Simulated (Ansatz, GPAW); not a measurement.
# Polarising 2H-NbSSe under Y2NS2 MXene, AA with a field along the normal

The dipole of the cell at several fields, atoms fixed. What does the strongest field give, and what length does the slope stand for?

**Method.** GPAW 26.7.0, plane waves (500 eV), PAW setups, PBE, 9×9 mesh, a dipole layer in the vacuum; geometry relaxed without an applied field with Ansatz 0.2.0. The cell's area is 11.30 Å², and e/ε0 = 180.95 V Å.

The runs, one held back:

| field (V/Å) | dipole (e Å) |
| --- | --- |
| −0.2 | −0.2488 |
| −0.1 | −0.1710 |
| −0.05 | −0.1321 |
| 0.05 | −0.0542 |
| 0.1 | −0.0151 |
| 0.2 | 0.0630 |
| 0.3 | ? |

To predict: What is the dipole at 0.3 V/Å?

A: A line through the 6 points has the slope α = 0.779 e Å per V/Å and the intercept p₀ = −0.0930 e Å (r.m.s. residual 1.0e−04). At 0.3 V/Å it gives p = −0.0930 + 0.779 × 0.3 = 0.1408 e Å; the run gives 0.1411 e Å, so the response stays linear to 0.1 % of the induced part. Dividing by ε0 and the area: α/(ε0 A) = 0.779 × 180.95 / 11.30 = 12.48 Å, against 11.09 Å between the outer nuclei.

**Limits.** This is the electronic response alone; ions that move would add to it in polar layers. No run was spin-polarised, so magnetic states weren't tested.
